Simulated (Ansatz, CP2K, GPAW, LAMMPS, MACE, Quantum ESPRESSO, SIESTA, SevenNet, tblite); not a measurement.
# SIESTA runs on amorphous carbon (64 atoms), part 2 of 2

How do the settings of SIESTA change the result for amorphous carbon (64 atoms)? A plane-wave run serves as the yardstick.

Program: SIESTA 5.4.2; the method stands at each step. Banners, paths, timers and routine set-up lines are dropped from the logs unmarked, and long logs keep their key lines alone; longer cuts are marked. The potentials were converted by us to PSML.

So far. Step 2 (PBE, DZP, shift 0.01 Ry, mesh 300 Ry): Forces lie 13 % from the reference's, at 2.7 times its CPU time. Step 3 (PBE, SZ, shift 0.01 Ry, mesh 300 Ry): Against the first run (13 %), the force difference from the reference is 60 %, at 0.20 times the CPU time (on 1 against 2 cores), with 256 basis functions against 832: the smaller basis costs accuracy.

## (4) LDA, DZP, shift 0.01 Ry, mesh 300 Ry

Method: Kohn-Sham DFT, LDA, PseudoDojo 0.4.1 norm-conserving pseudopotentials (converted to PSML), numerical atomic orbitals (DZP), diagonalisation.

The pseudopotential files are exchanged too: the .psml files are now those for LDA.

File input.fdf:

```
SystemLabel cell
NumberOfAtoms 64
NumberOfSpecies 1
%block ChemicalSpeciesLabel
  1 6 C
%endblock ChemicalSpeciesLabel
LatticeConstant 1.0 Ang
%block LatticeVectors
  7.59030 0.00000 0.00000
  0.00000 7.59030 0.00000
  0.00000 0.00000 7.59030
%endblock LatticeVectors
PAO.BasisSize DZP
PAO.EnergyShift 0.01 Ry
XC.Functional LDA
XC.Authors PW92
MeshCutoff 300 Ry
%block kgrid_Monkhorst_Pack
  1 0 0 0.0
  0 1 0 0.0
  0 0 1 0.0
%endblock kgrid_Monkhorst_Pack
SolutionMethod diagon
OccupationFunction FD
ElectronicTemperature 580 K
SCF.Mixer.Method Pulay
SCF.Mixer.Weight 0.05
SCF.Mixer.History 8
SCF.Mix Hamiltonian
MaxSCFIterations 300
SCF.DM.Tolerance 1e-04
SCF.H.Tolerance 1.0e-3 eV
WriteForces T
Write.HirshfeldPop T
Write.VoronoiPop T
Write.DM F
Write.H F
XML.Write F
AtomicCoordinatesFormat Fractional
%block AtomicCoordinatesAndAtomicSpecies
[... 64 atom lines left out: the same atoms as in the first run ...]
%endblock AtomicCoordinatesAndAtomicSpecies
```

The run is started by

```
> OMP_NUM_THREADS=1 mpirun -np 2 siesta < input.fdf > output.txt
```

What it wrote:

```text
Version         : 5.4.2
reinit: System Name:
reinit: System Label: cell
initatom: Reading input for the pseudopotentials and atomic orbitals ----------
Species number:   1 Atomic number:    6 Label: C
Ground state valence configuration (from tables):   2s02  2p02  3d00  4f00
---- Processing specs for species: C
LDA--PW92 XC_LDA_X--XC_LDA_C_PW pw
C pseudopotential only contains V_ls up to l=1 -- lmxkb reset.
Using PAO.SplitTailNorm
%block ChemicalSpeciesLabel
    1    6 C                       # Species index, atomic number, species label
[... lines left out ...]
stepf: Fermi-Dirac step function
        iscf     Eharris(eV)        E_KS(eV)     FreeEng(eV)     dDmax    Ef(eV) dHmax(eV)
[... lines left out ...]
SCF Convergence by DM+H criterion
[... lines left out ...]
SCF cycle converged after 20 iterations
[... lines left out ...]
   Max    4.235293
[... lines left out ...]
   Max    4.235293    constrained
Stress tensor Voigt[x,y,z,yz,xz,xy] (kbar):      163.26      119.95       43.14       16.86       14.62       30.39
[... lines left out ...]
siesta: FreeEng =    -10432.642075
[... lines left out ...]
siesta:       Kinetic =    7119.401829
siesta:       Hartree =    1367.456416
siesta:         Exch. =   -3245.485637
siesta:         Corr. =    -444.946006
siesta:   Exch.-corr. =   -3690.431643
siesta:  Ion-electron =   -9322.394140
siesta:       Ion-ion =   -5906.450826
siesta:         Total =  -10432.418363
siesta:         Fermi =      -4.597643
siesta: Stress tensor (static) (eV/Ang**3):
siesta:     0.101898    0.018967    0.009124
siesta:     0.018967    0.074864    0.010524
siesta:     0.009123    0.010523    0.026928
siesta: Cell volume =        437.297328 Ang**3
siesta: Pressure (static):
siesta:                Solid            Molecule  Units
siesta:          -0.00073949         -0.00072043  Ry/Bohr**3
siesta:          -0.06789650         -0.06614647  eV/Ang**3
siesta:        -108.78219358       -105.97833252  kBar
    Orbital volume contribution        =          24.215596 eV
    (Free)E + p_basis*V_orbitals       =      -10408.426480 eV
    (Free)Eharris+ p_basis*V_orbitals  =      -10408.426480 eV
Hirshfeld Atomic Populations:
Atom #   charge [q] valence [e]  Species
     1    -0.022677    4.022677  C
     2     0.013279    3.986721  C
     3     0.018538    3.981462  C
[...]
--------------------
 Total    -0.000015
Voronoi Atomic Populations:
Atom #   charge [q] valence [e]  Species
[...]
63     0.023529    3.976471  C
    64    -0.003088    4.003088  C
--------------------
 Total    -0.000014
```

It took 1.8 min on 2 MPI ranks of Arm Neoverse V1, shared host; peak memory 0.88 GiB; 3.5 min of CPU time.

Against the reference:

```yaml
r_m_s_force_component: 1.221 eV/Å
r_m_s_difference_of_force_components: 158.4 meV/Å
longest_difference_of_force_vectors: 531 meV/Å
force_difference_over_r_m_s_force: 12.59 %
slope_of_forces_against_the_reference_s: 0.9632
correlation_of_force_components: 0.9923
pressure: -10.88 GPa
pressure_difference: -3.687 GPa
```

Against the first run (13 %), the force difference from the reference is 13 %, at 0.94 times the CPU time; the model has changed, so this is no error of the program alone.

## (5) PBE, DZP, shift 0.01 Ry, mesh 100 Ry

Method: Kohn-Sham DFT, PBE, PseudoDojo 0.4.1 norm-conserving pseudopotentials (converted to PSML), numerical atomic orbitals (DZP), diagonalisation.

The pseudopotential files are exchanged too: the .psml files are now those for PBE.

Changes to input.fdf since step 4:

```diff
@@ -14,5 +14,5 @@
 PAO.EnergyShift 0.01 Ry
-XC.Functional LDA
-XC.Authors PW92
-MeshCutoff 300 Ry
+XC.Functional GGA
+XC.Authors PBE
+MeshCutoff 100 Ry
 %block kgrid_Monkhorst_Pack
```

The run is started by

```
> OMP_NUM_THREADS=1 siesta < input.fdf > output.txt
```

What it wrote:

```text
Version         : 5.4.2
reinit: System Name:
reinit: System Label: cell
initatom: Reading input for the pseudopotentials and atomic orbitals ----------
Species number:   1 Atomic number:    6 Label: C
Ground state valence configuration (from tables):   2s02  2p02  3d00  4f00
---- Processing specs for species: C
GGA--PBE XC_GGA_X_PBE--XC_GGA_C_PBE pb
C pseudopotential only contains V_ls up to l=1 -- lmxkb reset.
Using PAO.SplitTailNorm
%block ChemicalSpeciesLabel
    1    6 C                       # Species index, atomic number, species label
%endblock ChemicalSpeciesLabel
%block PAO.Basis                 # Define Basis set
C                     2                    # Species label, number of l-shells
 n=2   0   2                         # n, l, Nzeta
   4.484      3.048
[... lines left out ...]
Total number of electrons:   256.000000
[... lines left out ...]
stepf: Fermi-Dirac step function
        iscf     Eharris(eV)        E_KS(eV)     FreeEng(eV)     dDmax    Ef(eV) dHmax(eV)
[... lines left out ...]
SCF Convergence by DM+H criterion
[... lines left out ...]
SCF cycle converged after 20 iterations
[... lines left out ...]
   Max    4.337797
[... lines left out ...]
   Max    4.337797    constrained
Stress tensor Voigt[x,y,z,yz,xz,xy] (kbar):       58.98       15.07      -62.18       15.82       14.09       29.26
[... lines left out ...]
Target enthalpy (eV/cell)   -10413.5947
siesta: Program's energy decomposition (eV):
siesta: Ebs     =     -3455.149009
siesta: Eions   =     18058.349956
siesta: Ena     =      4777.521113
siesta: Ekin    =      7078.532277
siesta: Enl     =      -350.283184
siesta: DEna    =      -174.797400
siesta: DUscf   =        14.163196
siesta: Ex      =     -3364.603813
siesta: Ec      =      -335.555553
siesta: Exc     =     -3700.159366
siesta: Eharris =    -10413.373325
siesta: Etot    =    -10413.373320
siesta: FreeEng =    -10413.594737
siesta: Final energy (eV):
siesta:  Band Struct. =   -3455.149009
siesta:       Kinetic =    7078.532277
siesta:       Hartree =    1376.992648
siesta:         Exch. =   -3364.603813
siesta:         Corr. =    -335.555553
siesta:   Exch.-corr. =   -3700.159366
siesta:  Ion-electron =   -9238.838858
siesta:       Ion-ion =   -5929.900022
siesta:         Total =  -10413.373320
siesta:         Fermi =      -4.248640
siesta: Stress tensor (static) (eV/Ang**3):
siesta:     0.036814    0.018262    0.008795
siesta:     0.018261    0.009403    0.009873
siesta:     0.008794    0.009872   -0.038811
siesta: Cell volume =        437.297328 Ang**3
siesta: Pressure (static):
siesta:                Solid            Molecule  Units
siesta:          -0.00002689         -0.00001050  Ry/Bohr**3
siesta:          -0.00246868         -0.00096391  eV/Ang**3
siesta:          -3.95526864         -1.54435800  kBar
    Orbital volume contribution        =          24.300946 eV
    (Free)E + p_basis*V_orbitals       =      -10389.293791 eV
    (Free)Eharris+ p_basis*V_orbitals  =      -10389.293796 eV
Hirshfeld Atomic Populations:
Atom #   charge [q] valence [e]  Species
     1    -0.025749    4.025749  C
     2     0.012368    3.987632  C
     3     0.019249    3.980751  C
[...]
--------------------
 Total    -0.000017
Voronoi Atomic Populations:
Atom #   charge [q] valence [e]  Species
[...]
63     0.029294    3.970706  C
    64    -0.001750    4.001750  C
--------------------
 Total    -0.000018
```

Run time: 62 s. Hardware: 1 thread; peak memory 0.4 GiB.

Against the reference:

* r.m.s. force component: 1.239 eV/Å
* r.m.s. difference of force components: 160.4 meV/Å
* longest difference of force vectors: 478.3 meV/Å
* force difference over r.m.s. force: 12.75 %
* slope of forces against the reference's: 0.9766
* correlation of force components: 0.9919
* pressure: -0.3955 GPa
* pressure difference: 6.795 GPa
* energy less the same-level run's: 0.5909 meV/atom
* r.m.s. force difference from the same-level run: 3.789 meV/Å

This is a coarse setting, run to see what it loses.

Against the first run (13 %), the force difference from the reference is 13 %, at 0.28 times the CPU time (on 1 against 2 cores): the change moves forces by 3.8 meV/Å r.m.s., so most of the difference comes from elsewhere.

## (6) PBE, TZP, shift 0.01 Ry, mesh 300 Ry

Method: Kohn-Sham DFT, PBE, PseudoDojo 0.4.1 norm-conserving pseudopotentials (converted to PSML), numerical atomic orbitals (TZP), diagonalisation.

Changes to input.fdf since step 5:

```diff
@@ -12,3 +12,3 @@
 %endblock LatticeVectors
-PAO.BasisSize DZP
+PAO.BasisSize TZP
 PAO.EnergyShift 0.01 Ry
@@ -16,3 +16,3 @@
 XC.Authors PBE
-MeshCutoff 100 Ry
+MeshCutoff 300 Ry
 %block kgrid_Monkhorst_Pack
```

The run is started by

```
> OMP_NUM_THREADS=1 mpirun -np 2 siesta < input.fdf > output.txt
```

What it wrote:

```text
Version         : 5.4.2
reinit: System Name:
reinit: System Label: cell
initatom: Reading input for the pseudopotentials and atomic orbitals ----------
Species number:   1 Atomic number:    6 Label: C
Ground state valence configuration (from tables):   2s02  2p02  3d00  4f00
---- Processing specs for species: C
GGA--PBE XC_GGA_X_PBE--XC_GGA_C_PBE pb
C pseudopotential only contains V_ls up to l=1 -- lmxkb reset.
Using PAO.SplitTailNorm
%block ChemicalSpeciesLabel
    1    6 C                       # Species index, atomic number, species label
[... lines left out ...]
stepf: Fermi-Dirac step function
        iscf     Eharris(eV)        E_KS(eV)     FreeEng(eV)     dDmax    Ef(eV) dHmax(eV)
[... lines left out ...]
SCF Convergence by DM+H criterion
[... lines left out ...]
SCF cycle converged after 20 iterations
[... lines left out ...]
   Max    4.347153
[... lines left out ...]
   Max    4.347153    constrained
Stress tensor Voigt[x,y,z,yz,xz,xy] (kbar):       68.59       23.12      -52.43       15.58       14.32       29.04
[... lines left out ...]
siesta: FreeEng =    -10415.393229
[... lines left out ...]
siesta:       Kinetic =    7092.892465
siesta:       Hartree =    1376.733422
siesta:         Exch. =   -3364.402210
siesta:         Corr. =    -335.503647
siesta:   Exch.-corr. =   -3699.905857
siesta:  Ion-electron =   -9254.993020
siesta:       Ion-ion =   -5929.898291
siesta:         Total =  -10415.171281
siesta:         Fermi =      -4.259708
siesta: Stress tensor (static) (eV/Ang**3):
siesta:     0.042809    0.018123    0.008941
siesta:     0.018123    0.014429    0.009728
siesta:     0.008940    0.009727   -0.032727
siesta: Cell volume =        437.297328 Ang**3
siesta: Pressure (static):
siesta:                Solid            Molecule  Units
siesta:          -0.00008899         -0.00007423  Ry/Bohr**3
siesta:          -0.00817055         -0.00681520  eV/Ang**3
siesta:         -13.09067150        -10.91916170  kBar
    Orbital volume contribution        =          30.217468 eV
    (Free)E + p_basis*V_orbitals       =      -10385.175761 eV
    (Free)Eharris+ p_basis*V_orbitals  =      -10385.175767 eV
Hirshfeld Atomic Populations:
Atom #   charge [q] valence [e]  Species
     1    -0.025877    4.025877  C
     2     0.011897    3.988103  C
     3     0.019022    3.980978  C
[...]
--------------------
 Total    -0.000020
Voronoi Atomic Populations:
Atom #   charge [q] valence [e]  Species
[...]
63     0.025932    3.974068  C
    64    -0.005977    4.005977  C
--------------------
 Total    -0.000019
```

Wall time 2.6 min (2 MPI ranks); peak memory 1.1 GiB; 5.2 min of CPU time.

Compared with the plane-wave run:

| Quantity | Value |
| --- | --- |
| r.m.s. force component | 1.237 eV/Å |
| r.m.s. difference of force components | 138.1 meV/Å |
| longest difference of force vectors | 429.9 meV/Å |
| force difference over r.m.s. force | 10.98 % |
| slope of forces against the reference's | 0.9773 |
| correlation of force components | 0.994 |
| pressure | -1.309 GPa |
| pressure difference | 5.882 GPa |

This run lies far from the reference in forces at the same functional.

Against the first run (13 %), the force difference from the reference is 11 %, at 1.4 times the CPU time, with 1088 basis functions against 832: the larger basis brings the forces nearer.

## (7) A run with a doubtful setting

Changes to input.fdf since step 6:

```diff
@@ -12,3 +12,3 @@
 %endblock LatticeVectors
-PAO.BasisSize TZP
+PAO.BasisSize QZ3P
 PAO.EnergyShift 0.01 Ry
@@ -29,3 +29,3 @@
 SCF.Mix Hamiltonian
-MaxSCFIterations 300
+MaxSCFIterations 60
 SCF.DM.Tolerance 1e-04
```

What it wrote:

```text
Version         : 5.4.2
reinit: System Name:
reinit: System Label: cell
initatom: Reading input for the pseudopotentials and atomic orbitals ----------
Species number:   1 Atomic number:    6 Label: C
size_name: Incorrect basis-size option specified, active options are:
  SZ or MINIMAL
  SZP, SZSP, SZ1P, SZP1
  DZ
  DZP, DZSP, DZP1, DZ1P or STANDARD
  DZDP, DZP2, DZ2P
  TZ
  TZP, TZSP, TZP1, TZ1P
  TZDP, TZP2, TZ2P
  TZTP, TZP3, TZ3P
stopping program
stopping program
Stopping Program from Node:    0
Stopping Program from Node:    0
```

Run time: 0.49 s. Hardware: 2 MPI ranks; peak memory 0.18 GiB.

The program stopped at the start. The fault in the input: an unknown basis size (basis QZ3P).

## (8) The ladder

Differences are against the plane-wave reference, forces as r.m.s. over components; share is that over the reference's r.m.s. force, slope the least-squares factor from reference forces to these. Total energies of different programs have different zeros and aren't compared.

```csv
run,"Δ force, r.m.s. (meV/Å)",share (%),slope,Δ pressure (GPa),cores,CPU time,memory (GiB)
reference,-,-,-,-,2,83 s,0.85
"SIESTA PBE, DZP, shift 0.01 Ry, mesh 300 Ry",160,12.7,0.977,6.80,2,3.7 min,0.89
"SIESTA PBE, SZ, shift 0.01 Ry, mesh 300 Ry (coarse)",754,60.0,1.038,26.5,1,45 s,0.35
"SIESTA LDA, DZP, shift 0.01 Ry, mesh 300 Ry",158,12.6,0.963,-3.69,2,3.5 min,0.88
"SIESTA PBE, DZP, shift 0.01 Ry, mesh 100 Ry (coarse)",160,12.8,0.977,6.80,1,62 s,0.4
"SIESTA PBE, TZP, shift 0.01 Ry, mesh 300 Ry",138,11.0,0.977,5.88,2,5.2 min,1.1
```

Rows marked coarse were listed beforehand as settings not expected to be converged; some can still land near the reference.

CPU time is summed over cores on a shared host, where runs went side by side, so it is rough. Symmetry, cutoffs, thresholds, outputs and thread counts weren't matched or tuned between programs; memory under MPI is the largest rank's times the ranks.

Within one program, basis, potentials and functional, energies share a zero. Each run against its twin at the usual cutoff or grid and solver:

```csv
run,twin,Δ energy (meV/atom),"Δ force, r.m.s. (meV/Å)",CPU time over the twin's
"SIESTA PBE, DZP, shift 0.01 Ry, mesh 100 Ry","DZP, shift 0.01 Ry, mesh 300 Ry",0.591,3.79,0.28 (this twin ran on 2 cores)
```

## (9) What came out

```
nearest in forces : SIESTA PBE, TZP, shift 0.01 Ry, mesh 300 Ry, 11 %
its CPU time      : 5.2 min
```

**Reading.** The PBE runs in local orbitals, coarse settings apart, differ by 11 % (SIESTA PBE, TZP, shift 0.01 Ry, mesh 300 Ry) to 13 % (SIESTA PBE, DZP, shift 0.01 Ry, mesh 300 Ry); basis, grid and potentials can all enter. Rows with another functional or a dispersion term differ by 13 % (SIESTA LDA, DZP, shift 0.01 Ry, mesh 300 Ry), which mixes the change of model with differences of basis and potentials. Runs with settings chosen to be coarse differ by 13 % (SIESTA PBE, DZP, shift 0.01 Ry, mesh 100 Ry) to 60 % (SIESTA PBE, SZ, shift 0.01 Ry, mesh 300 Ry), their programs' other errors included. None of the electronic-structure runs in the table takes under half the reference's CPU time of 83 s; they take 0.55 to 3.8 times as much. In pressure, SIESTA PBE, SZ, shift 0.01 Ry, mesh 300 Ry misses by +26.5 GPa, at the same functional. The reference's pressure holds the uncorrected Pulay stress of its 45 Ry basis, so small pressure differences, and their order, may be the reference's own error. The quench rate of 100 K/ps is many orders above laboratory rates, so the cell is likely richer in defects and strain than a real sample. The network of bonds at the start is that of the classical potential that made the cell, and needn't be the one that DFT or experiment would give. The reference's stress is far from hydrostatic: its diagonal is -13.1, -8.2, -0.2 GPa, compression counted positive. The reference's pressure of -7.2 GPa belongs to a cell and atoms that aren't relaxed at this level. The electronic-structure runs sample only Γ, in a cell whose shortest periodic width is 8 Å, which is coarse for a cell with partly filled levels.

[Also dropped from logs without a mark: logging warnings of Python, and SIESTA's first energy breakdown and zero terms.]

[Logs are printed without paths, hosts, clocks, repeated set-up lines and the standing remarks that a program may print on its own settings, such as how far it seeks lower states.]

[Hosts, paths, dates, database ids (printed as entryN), source tags and the programs' standing remarks are cut or masked in the printed files.]
